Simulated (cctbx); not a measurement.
# SmTiPb: precision against data quality

Space group P4/nmm (no. 129, origin choice 1), a = 4.4640 Å, b = 4.4640 Å, c = 8.1560 Å, α = 90.00°, β = 90.00°, γ = 90.00°.

```csv
atom,mult.,x,y,z,Ueq (Å²)
Pb1,2,0,1/2,0.6921,0.0101
Sm1,2,0,1/2,0.3459,0.0111
Ti1,2,1/2,1/2,0,0.0139
```

This is a model crystal, built by substitution and not relaxed, with assumed displacement parameters.

Five simulated data sets (cctbx; Mo Kα, λ = 0.71073 Å; 3 % proportional error) differ in resolution or exposure (noise floor 4 counts in the first three, 8 in the last two). Each is refined with the right model, isotropic at 1.1 Å and anisotropic otherwise. How do the figures of merit and the uncertainties move?

```csv
d min (Å),top counts,"⟨I/σ⟩ (unmerged, absences included)",unique,param. (scale apart),Rint,R1,GooF,largest s.u. xyz (fractional),s.u. U of Ti1 (Å²),largest error (Å)
1.1,40000,24.6,52,5,0.019,0.0120,1.25,0.00010,0.0008,0.0002
0.84,40000,22.8,107,8,0.024,0.0082,1.04,0.00005,0.0005,0.0008
0.6,40000,19.8,268,8,0.026,0.0080,0.97,0.00002,0.0002,0.0002
0.75,300,2.2,148,8,0.257,0.0501,0.81,0.00046,0.0031,0.0023
0.75,3000,9.4,148,8,0.053,0.0152,0.81,0.00009,0.0007,0.0002
```

The number of reflections grows roughly as 1/d³: 52, 107 and 268 here. R1 follows the noise rather than the truth: at 300 counts it is 0.0501, at 3000 counts 0.0152, while GooF is 0.81 and 0.81: the weights 1/σ² carry the noise. The s.u. of U (U11 where anisotropic) for Ti1 goes 0.0008, 0.0005, 0.0002 Å² with resolution and 0.0031, 0.0007 Å² with exposure.

The 1.1 Å row also differs in its displacement model, so it isn't a clean test of resolution.

Hardware for the 0.6 Å refinement: 0.4 s on 1 thread of AMD EPYC 7R13 Processor (Zen 3) (shared host), peak memory 0.09 GiB.

[Logs are printed without paths, hosts, clocks, repeated set-up lines and the standing remarks that a program may print on its own settings, such as how far it seeks lower states.]
